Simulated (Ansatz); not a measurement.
# O on Mg(0001): change of the work function, part 2 of 4

Wanted: Δφ(θ) for O/Mg(0001), starting from the fcc site.

Ansatz 0.2.0; plane-wave DFT, PBE, Ansatz PAW.

So far, work function, upper face (eV): step 2 (the clean slab) 3.79.

### Step 3. The covered slab, k-mesh 4×4×1, coverage 0.111 ML

System of this step: O/Mg(0001). The cell holds 37 atoms: 36 Mg and 1 O. Its edges and angles: a = 9.630 Å, b = 9.630 Å, c = 26.902 Å, α = 90.0°, β = 90.0°, γ = 60.0°. Vacuum lies along c.

The clean slab as it ended is repeated in the plane and the adsorbate is set on one face; the cell's size fixes the coverage, and the k-mesh shrinks with it to keep the sampling density about even. Adsorbate and upper layers relax, since the dipole depends on the height.

The input, input.yaml:

```yaml
crystal:
  lattice:
    - [9.6299999999, 0.0, 0.0]
    - [4.815, 8.3398246384, 0.0]
    - [0.0, 0.0, 26.9023579548]
  atoms:
    - { symbol: Mg, position: [0.2222222222, 0.2222222222, 0.3345431659] }
    - { symbol: Mg, position: [0.0, 0.0, 0.4314313273] }
    - { symbol: Mg, position: [0.2222222222, 0.2222222222, 0.5285089692] }
    - { symbol: Mg, position: [0.0, 0.0, 0.626273979] }
    - { symbol: Mg, position: [0.2222222222, 0.5555555556, 0.3345431659] }
    - { symbol: Mg, position: [0.0, 0.3333333333, 0.4314313273] }
    - { symbol: Mg, position: [0.2222222222, 0.5555555556, 0.5285089692] }
    - { symbol: Mg, position: [0.0, 0.3333333333, 0.626273979] }
    - { symbol: Mg, position: [0.2222222222, 0.8888888889, 0.3345431659] }
    - { symbol: Mg, position: [0.0, 0.6666666667, 0.4314313273] }
    - { symbol: Mg, position: [0.2222222222, 0.8888888889, 0.5285089692] }
    - { symbol: Mg, position: [0.0, 0.6666666667, 0.626273979] }
    - { symbol: Mg, position: [0.5555555556, 0.2222222222, 0.3345431659] }
    - { symbol: Mg, position: [0.3333333333, 0.0, 0.4314313273] }
    - { symbol: Mg, position: [0.5555555556, 0.2222222222, 0.5285089692] }
    - { symbol: Mg, position: [0.3333333333, 0.0, 0.626273979] }
    - { symbol: Mg, position: [0.5555555556, 0.5555555556, 0.3345431659] }
    - { symbol: Mg, position: [0.3333333333, 0.3333333333, 0.4314313273] }
    - { symbol: Mg, position: [0.5555555556, 0.5555555556, 0.5285089692] }
    - { symbol: Mg, position: [0.3333333333, 0.3333333333, 0.626273979] }
    - { symbol: Mg, position: [0.5555555556, 0.8888888889, 0.3345431659] }
    - { symbol: Mg, position: [0.3333333333, 0.6666666667, 0.4314313273] }
    - { symbol: Mg, position: [0.5555555556, 0.8888888889, 0.5285089692] }
    - { symbol: Mg, position: [0.3333333333, 0.6666666667, 0.626273979] }
    - { symbol: Mg, position: [0.8888888889, 0.2222222222, 0.3345431659] }
    - { symbol: Mg, position: [0.6666666667, 0.0, 0.4314313273] }
    - { symbol: Mg, position: [0.8888888889, 0.2222222222, 0.5285089692] }
    - { symbol: Mg, position: [0.6666666667, 0.0, 0.626273979] }
    - { symbol: Mg, position: [0.8888888889, 0.5555555556, 0.3345431659] }
    - { symbol: Mg, position: [0.6666666667, 0.3333333333, 0.4314313273] }
    - { symbol: Mg, position: [0.8888888889, 0.5555555556, 0.5285089692] }
    - { symbol: Mg, position: [0.6666666667, 0.3333333333, 0.626273979] }
    - { symbol: Mg, position: [0.8888888889, 0.8888888889, 0.3345431659] }
    - { symbol: Mg, position: [0.6666666667, 0.6666666667, 0.4314313273] }
    - { symbol: Mg, position: [0.8888888889, 0.8888888889, 0.5285089692] }
    - { symbol: Mg, position: [0.6666666667, 0.6666666667, 0.626273979] }
    - { symbol: O, position: [0.1111111111, 0.1111111111, 0.6654568341] }
kpoints:
  mp_grid: { grid: [4, 4, 1] }
hamiltonian:
  xc: pbe
scf:
  occupations: { method: fermi_dirac, width: 0.1 }
  convergence: { dr2_threshold: 1.0e-08 }
efield:
  axis: 3
  dipole_correction: true
  ramp_position: 0.97
  ramp_width: 0.06
relax:
  f_tol: 0.02
  max_steps: 60
  constraints:
    - { sites: [0, 1, 4, 5, 8, 9, 12, 13, 16, 17, 20, 21, 24, 25, 28, 29, 32, 33] }
output:
  write_potential: true
  write_density: true
  volumetric_format: npy
```

Run with:

```
ansatz run input.yaml --threads 4 --pin off --max-ram 16384MiB --backend cpu --events-out ev --progress --plain --runs-dir out
```

Numbers of over 12 decimals in the logs are rounded to 6 here.

Output:

```text
[...]
Crystal: 37 atoms, lattice volume = 2160.596 Å³
Basis set: ecut = 420 eV, 42167 PW (Γ), exchange–correlation on 144×144×360 points (8 copies of the dense FFT grid, shifted against one another)
Bands: 220, of which v1, the nominal top of the filled ones, is band 183 counted from 1 (182 counted from 0)
Symmetry: 6 space group operations
[...]
k-points: 4 of 16 (time reversal used)
[...]
SCF iter   1: F=—  HF=-69819.816980 eV  |F-HF|=—  |Δ(HF+E_count)|=         —  Δρ=7.64e-4  dr2=8.59e-2  ethr=1.77e-3  p=-0.161 e·Å  D=-1.35e-2 V/Å  ΔV_dip=0.36 eV  dr2_dipole=2.23e-2  V_vac-E_F(+/−)=4.13/3.77 eV  ⟨swp⟩=16.8  Hψ=5400  notcnv=0  defer=12
[...]
SCF iter   7: F=-69819.814454 eV  HF=-69819.814454 eV  |F-HF|=6.65e-9  |Δ(HF+E_count)|=   1.41e-7  Δρ=4.85e-7  dr2=5.69e-9  ethr=2.73e-12  p=-0.157 e·Å  D=-1.32e-2 V/Å  ΔV_dip=0.35 eV  dr2_dipole=1.88e-10  V_vac-E_F(+/−)=4.12/3.76 eV  ⟨swp⟩=10.0  Hψ=5059  notcnv=0
SCF 1 converged in 7 iterations: F = -69819.814454 eV  dr2 = 5.69e-9
[...]
relax step   1: F+E_penalty+E_count = -69819.81445391 eV  Δ(F+E_penalty+E_count) = +0.000e0 eV  max|allowed force component| = 2.133e0 eV/Å  Δτ_max = 0.0000 Å  (7 SCF iters, accepted)
[...]
SCF iter   8: F=-69820.222989 eV  HF=-69820.222989 eV  |F-HF|=1.48e-9  |Δ(HF+E_count)|=   2.59e-8  Δρ=1.19e-7  dr2=4.00e-10  ethr=2.73e-12  p=-0.110 e·Å  D=-9.24e-3 V/Å  ΔV_dip=0.25 eV  dr2_dipole=1.95e-12  V_vac-E_F(+/−)=4.01/3.76 eV  ⟨swp⟩=8.8  Hψ=4478  notcnv=0
SCF 2 converged in 8 iterations: F = -69820.222989 eV  dr2 = 4.00e-10
relax step   2: F+E_penalty+E_count = -69820.22298875 eV  Δ(F+E_penalty+E_count) = -4.085e-1 eV  max|allowed force component| = 1.348e0 eV/Å  Δτ_max = 0.0848 Å  (8 SCF iters, accepted)
SCF iter   1: F=—  HF=-69820.479553 eV  |F-HF|=—  |Δ(HF+E_count)|=         —  Δρ=3.41e-3  dr2=2.86e-1  ethr=4.83e-4  p=-0.110 e·Å  D=-9.24e-3 V/Å  ΔV_dip=0.25 eV  dr2_dipole=1.07e-2  V_vac-E_F(+/−)=4.01/3.76 eV  ⟨swp⟩=6.0  Hψ=1875  notcnv=0  defer=7
[...]
SCF iter   8: F=-69820.396374 eV  HF=-69820.396374 eV  |F-HF|=2.14e-9  |Δ(HF+E_count)|=   3.79e-8  Δρ=1.54e-7  dr2=7.00e-10  ethr=2.73e-12  p=-0.038 e·Å  D=-3.22e-3 V/Å  ΔV_dip=0.09 eV  dr2_dipole=4.69e-12  V_vac-E_F(+/−)=3.85/3.76 eV  ⟨swp⟩=9.0  Hψ=4709  notcnv=0
SCF 3 converged in 8 iterations: F = -69820.396374 eV  dr2 = 7.00e-10
[...]
relax step   3: F+E_penalty+E_count = -69820.39637368 eV  Δ(F+E_penalty+E_count) = -1.734e-1 eV  max|allowed force component| = 4.239e-1 eV/Å  Δτ_max = 0.1441 Å  (8 SCF iters, accepted)
[...]
relax step   4: F+E_penalty+E_count = -69820.42248026 eV  Δ(F+E_penalty+E_count) = -2.611e-2 eV  max|allowed force component| = 6.259e-2 eV/Å  Δτ_max = 0.0439 Å  (7 SCF iters, accepted)
[...]
relax step   5: F+E_penalty+E_count = -69820.42326646 eV  Δ(F+E_penalty+E_count) = -7.862e-4 eV  max|allowed force component| = 3.847e-2 eV/Å  Δτ_max = 0.0441 Å  (7 SCF iters, accepted)
SCF iter   1: F=—  HF=-69820.423846 eV  |F-HF|=—  |Δ(HF+E_count)|=         —  Δρ=1.57e-4  dr2=9.23e-4  ethr=2.53e-6  p=-0.026 e·Å  D=-2.22e-3 V/Å  ΔV_dip=0.06 eV  dr2_dipole=2.09e-5  V_vac-E_F(+/−)=3.82/3.76 eV  ⟨swp⟩=3.0  Hψ=1413  notcnv=0  defer=8
[...]
SCF iter   6: F=-69820.423579 eV  HF=-69820.423579 eV  |F-HF|=4.85e-9  |Δ(HF+E_count)|=   2.59e-8  Δρ=2.08e-7  dr2=9.61e-10  ethr=2.73e-12  p=-0.030 e·Å  D=-2.51e-3 V/Å  ΔV_dip=0.07 eV  dr2_dipole=2.06e-11  V_vac-E_F(+/−)=3.83/3.76 eV  ⟨swp⟩=9.0  Hψ=4648  notcnv=0
SCF 6 converged in 6 iterations: F = -69820.423579 eV  dr2 = 9.61e-10
relax step   6: F+E_penalty+E_count = -69820.42357937 eV  Δ(F+E_penalty+E_count) = -3.129e-4 eV  max|allowed force component| = 9.489e-4 eV/Å  Δτ_max = 0.0138 Å  (6 SCF iters, accepted)
NSCF: frozen V_eff on 4 k-points
[...]
SCF converged after 6 iterations
Free energy (F): -69820.423579 eV
[...]
Internal energy: -69819.821454 eV  (E = F + TS)
E sigma→0 (E₀):  -69820.122517 eV
Entropy (-TS):   -0.602125 eV (-16.274 meV/atom)
Fermi energy:    -0.102014 eV
Dipole field:    D = -0.002511 V/Å  (p = -0.029980 e·Å, saw-weighted, corrected)
Work function:   Φ+ = 3.8317 eV   Φ− = 3.7641 eV
[...]
--- Forces (eV/Å), atoms counted from 1 ---
  atom   1  Mg     0.01917149     0.01106867    -0.03352862
  atom   2  Mg    -0.03121038    -0.01801932     0.05742091
  atom   3  Mg    -0.00000252    -0.00000145     0.00037692
  atom   4  Mg     0.00045375     0.00026197     0.00015984
  atom   5  Mg     0.01031725    -0.00595667    -0.02874136
  atom   6  Mg     0.00000000     0.03603864     0.05742091
  atom   7  Mg     0.00027070    -0.00015629    -0.00059883
  atom   8  Mg    -0.00000000    -0.00052395     0.00015984
  atom   9  Mg    -0.00000000    -0.02213733    -0.03352862
  atom  10  Mg    -0.03808660     0.02198931     0.02334316
  atom  11  Mg     0.00000000     0.00000290     0.00037692
  atom  12  Mg    -0.00018213     0.00010515    -0.00094893
  atom  13  Mg     0.00000000     0.01191333    -0.02874136
  atom  14  Mg     0.03121038    -0.01801932     0.05742091
  atom  15  Mg     0.00000000     0.00031257    -0.00059883
  atom  16  Mg    -0.00045375     0.00026197     0.00015984
  atom  17  Mg    -0.01031725    -0.00595667    -0.02874136
  atom  18  Mg     0.00703183     0.00405983     0.00051136
  atom  19  Mg    -0.00027070    -0.00015629    -0.00059883
  atom  20  Mg     0.00004679     0.00002701     0.00016483
  atom  21  Mg     0.01736280    -0.01002442    -0.01889704
  atom  22  Mg    -0.00000000    -0.00811966     0.00051136
  atom  23  Mg     0.00005601    -0.00003234     0.00052846
  atom  24  Mg    -0.00000000    -0.00005403     0.00016483
  atom  25  Mg    -0.01917149     0.01106867    -0.03352862
  atom  26  Mg    -0.00000000    -0.04397861     0.02334316
  atom  27  Mg     0.00000252    -0.00000145     0.00037692
  atom  28  Mg    -0.00000000    -0.00021030    -0.00094893
  atom  29  Mg     0.00000000     0.02004884    -0.01889704
  atom  30  Mg    -0.00703183     0.00405983     0.00051136
  atom  31  Mg     0.00000000     0.00006467     0.00052846
  atom  32  Mg    -0.00004679     0.00002701     0.00016483
  atom  33  Mg    -0.01736280    -0.01002442    -0.01889704
  atom  34  Mg     0.03808660     0.02198931     0.02334316
  atom  35  Mg    -0.00005601    -0.00003234     0.00052846
  atom  36  Mg     0.00018213     0.00010515    -0.00094893
  atom  37  O      0.00000000     0.00000000     0.00064133
  max |Σ_I F_I| component: 1.34e-5 eV/Å
--- Band table (eV) ---
  k-point 0: bands = [... 179 lower, -0.3786, -0.3424, -0.3424, -0.1870, 0.2923, 0.2923, 0.3396, 0.4998, ... 33 higher]
  k-point 1: bands = [... 179 lower, -0.2415, -0.2380, -0.1558, -0.0012, 0.0911, 0.1189, 0.2633, 0.5898, ... 33 higher]
  k-point 2: bands = [... 179 lower, -0.5693, -0.4965, -0.3458, 0.0149, 0.0244, 0.0722, 0.0743, 0.2932, ... 33 higher]
  k-point 3: bands = [... 179 lower, -0.6437, -0.5616, -0.4966, -0.3035, -0.1990, -0.1639, 0.0094, 0.0861, ... 33 higher]
--- Relaxed structure (6 steps of the walk, 6 accepted, 0 SCFs on fresh bases) ---
  F+E_penalty+E_count = -69820.42357937 eV   max|allowed force component| = 9.489e-4 eV/Å
  atoms:
    - { symbol: Mg, position: [0.222222, 0.222222, 0.334543] }
    - { symbol: Mg, position: [1.1111101403313757e-11, 1.1111101403313757e-11, 0.431431] }
    - { symbol: Mg, position: [0.222667, 0.222667, 0.528333] }
    - { symbol: Mg, position: [0.00153748, 0.00153748, 0.632669] }
    - { symbol: Mg, position: [0.222222, 0.555556, 0.334543] }
    - { symbol: Mg, position: [1.1111084274872951e-11, 0.333333, 0.431431] }
    - { symbol: Mg, position: [0.221854, 0.555740, 0.526853] }
    - { symbol: Mg, position: [0.00153748, 0.330258, 0.632669] }
    - { symbol: Mg, position: [0.222222, 0.888889, 0.334543] }
    - { symbol: Mg, position: [-2.2222224060897133e-11, 0.666667, 0.431431] }
    - { symbol: Mg, position: [0.222667, 0.888000, 0.528333] }
    - { symbol: Mg, position: [0.00207731, 0.665628, 0.627259] }
    - { symbol: Mg, position: [0.555556, 0.222222, 0.334543] }
    - { symbol: Mg, position: [0.333333, 1.1111101403313757e-11, 0.431431] }
    - { symbol: Mg, position: [0.555740, 0.221854, 0.526853] }
    - { symbol: Mg, position: [0.330258, 0.00153748, 0.632669] }
    - { symbol: Mg, position: [0.555556, 0.555556, 0.334543] }
    - { symbol: Mg, position: [0.333333, 0.333333, 0.431431] }
    - { symbol: Mg, position: [0.555740, 0.555740, 0.526853] }
    - { symbol: Mg, position: [0.336830, 0.336830, 0.623386] }
    - { symbol: Mg, position: [0.555556, 0.888889, 0.334543] }
    - { symbol: Mg, position: [0.333333, 0.666667, 0.431431] }
    - { symbol: Mg, position: [0.554196, 0.889569, 0.529994] }
    - { symbol: Mg, position: [0.336830, 0.659672, 0.623386] }
    - { symbol: Mg, position: [0.888889, 0.222222, 0.334543] }
    - { symbol: Mg, position: [0.666667, -2.2222234688031943e-11, 0.431431] }
    - { symbol: Mg, position: [0.888000, 0.222667, 0.528333] }
    - { symbol: Mg, position: [0.665628, 0.00207731, 0.627259] }
    - { symbol: Mg, position: [0.888889, 0.555556, 0.334543] }
    - { symbol: Mg, position: [0.666667, 0.333333, 0.431431] }
    - { symbol: Mg, position: [0.889569, 0.554196, 0.529994] }
    - { symbol: Mg, position: [0.659672, 0.336830, 0.623386] }
    - { symbol: Mg, position: [0.888889, 0.888889, 0.334543] }
    - { symbol: Mg, position: [0.666667, 0.666667, 0.431431] }
    - { symbol: Mg, position: [0.889569, 0.889569, 0.529994] }
    - { symbol: Mg, position: [0.665628, 0.665628, 0.627259] }
    - { symbol: O, position: [0.111111, 0.111111, 0.654991] }
```

Elapsed: 5.3 min, on 4 threads of Intel Xeon Platinum 8259CL at 2.50GHz (Skylake/Cascade Lake), shared host; peak memory 7.7 GiB.

Relaxation path:

```csv
step,energy less that of the first step (eV),largest force component (eV/Å)
1,0.0000,2.1332
2,-0.4085,1.3485
3,-0.5819,0.4239
4,-0.6080,0.0626
5,-0.6088,0.0385
6,-0.6091,0.0009
```

The run keeps the 6 symmetry operations that it works with, so distortions that break them were not tested.

The atoms that moved most (Å):

```csv
atom,dx,dy,dz,length
O37,0.000,0.000,-0.282,0.282
Mg8,0.000,-0.026,0.172,0.174
Mg16,-0.022,0.013,0.172,0.174
Mg4,0.022,0.013,0.172,0.174
Mg32,-0.051,0.029,-0.078,0.097
Mg24,0.000,-0.058,-0.078,0.097
Mg20,0.051,0.029,-0.078,0.097
Mg15,0.000,-0.003,-0.045,0.045
```

The relaxed structure:

```cif
data_structure
_symmetry_space_group_name_H-M 'P 1'
_symmetry_Int_Tables_number 1
_cell_length_a 9.6300
_cell_length_b 9.6300
_cell_length_c 26.9024
_cell_angle_alpha 90.000
_cell_angle_beta 90.000
_cell_angle_gamma 60.000
_cell_volume 2160.60
loop_
_atom_site_label
_atom_site_type_symbol
_atom_site_fract_x
_atom_site_fract_y
_atom_site_fract_z
_atom_site_occupancy
Mg1 Mg 0.22222 0.22222 0.33454 1
Mg2 Mg 0.00000 0.00000 0.43143 1
Mg3 Mg 0.22267 0.22267 0.52833 1
Mg4 Mg 0.00154 0.00154 0.63267 1
Mg5 Mg 0.22222 0.55556 0.33454 1
Mg6 Mg 0.00000 0.33333 0.43143 1
Mg7 Mg 0.22185 0.55574 0.52685 1
Mg8 Mg 0.00154 0.33026 0.63267 1
Mg9 Mg 0.22222 0.88889 0.33454 1
Mg10 Mg 0.00000 0.66667 0.43143 1
Mg11 Mg 0.22267 0.88800 0.52833 1
Mg12 Mg 0.00208 0.66563 0.62726 1
Mg13 Mg 0.55556 0.22222 0.33454 1
Mg14 Mg 0.33333 0.00000 0.43143 1
Mg15 Mg 0.55574 0.22185 0.52685 1
Mg16 Mg 0.33026 0.00154 0.63267 1
Mg17 Mg 0.55556 0.55556 0.33454 1
Mg18 Mg 0.33333 0.33333 0.43143 1
Mg19 Mg 0.55574 0.55574 0.52685 1
Mg20 Mg 0.33683 0.33683 0.62339 1
Mg21 Mg 0.55556 0.88889 0.33454 1
Mg22 Mg 0.33333 0.66667 0.43143 1
Mg23 Mg 0.55420 0.88957 0.52999 1
Mg24 Mg 0.33683 0.65967 0.62339 1
Mg25 Mg 0.88889 0.22222 0.33454 1
Mg26 Mg 0.66667 0.00000 0.43143 1
Mg27 Mg 0.88800 0.22267 0.52833 1
Mg28 Mg 0.66563 0.00208 0.62726 1
Mg29 Mg 0.88889 0.55556 0.33454 1
Mg30 Mg 0.66667 0.33333 0.43143 1
Mg31 Mg 0.88957 0.55420 0.52999 1
Mg32 Mg 0.65967 0.33683 0.62339 1
Mg33 Mg 0.88889 0.88889 0.33454 1
Mg34 Mg 0.66667 0.66667 0.43143 1
Mg35 Mg 0.88957 0.88957 0.52999 1
Mg36 Mg 0.66563 0.66563 0.62726 1
O37 O 0.11111 0.11111 0.65499 1
```

Numbers from this step:

* energy at zero smearing: -69820.1225 eV
* work function, upper face: 3.832 eV
* work function, lower face: 3.764 eV
* dipole along the normal: -0.02998 e·Å
* step between the vacuum levels: 0.06755 eV

Running mean over 2.60652 Å of the planar mean; the ramp of the sawtooth is left out. The electron's electrostatic potential energy less the Fermi level by z:

z (Å), electron's electrostatic potential energy less the Fermi level (eV) and a bar from the least value:
```
      3.5       3.76 ##############################
      4.0       3.76 ##############################
      4.5       3.76 ##############################
      5.0       3.75 ##############################
      5.5       3.71 ##############################
      6.0       3.61 #############################
      6.5       3.33 ############################
      7.0       2.58 #########################
      7.5       0.67 ##################
      8.0      -2.10 ########
      8.5      -3.59 ##
      9.0      -4.02 
      9.5      -4.07 
     10.0      -4.03 
     10.5      -4.02 
     11.0      -4.01 
     11.5      -4.01 
     12.0      -4.01 
     12.5      -4.01 
     13.0      -4.00 
     13.5      -4.01 
     14.0      -4.01 
     14.5      -3.99 #
     15.0      -3.88 #
     15.5      -3.67 ##
     16.0      -3.81 #
     16.5      -4.12 
     17.0      -4.12 
     17.5      -3.51 ##
     18.0      -1.65 #########
     18.5       1.09 ####################
     19.0       2.79 ##########################
     19.5       3.49 #############################
     20.0       3.73 ##############################
     20.5       3.80 ##############################
     21.0       3.82 ##############################
     21.5       3.83 ##############################
     22.0       3.83 ##############################
     22.5       3.83 ##############################
     23.0       3.83 ##############################
     23.5       3.83 ##############################
```

The relaxation took 6 steps and lowered the energy by 0.61 eV; the largest force on the free atoms ends at 9.5e-4 eV/Å.

The covered face has 3.83 eV, +0.04 eV against the clean one; the bare back face has moved by -0.03 eV, a measure of how thin the slab is.

(Continued in part 3 of 4.)

[Logs are printed without paths, hosts, clocks, repeated set-up lines and the standing remarks that a program may print on its own settings, such as how far it seeks lower states.]

[Hosts, paths, dates, database ids (printed as entryN), source tags and the programs' standing remarks are cut or masked in the printed files.]

[Maps of the electrostatic potential energy from Ansatz leave out the sawtooth potential of an applied field or a dipole correction, so their vacuum need not be flat; planar profiles and work functions include it.]
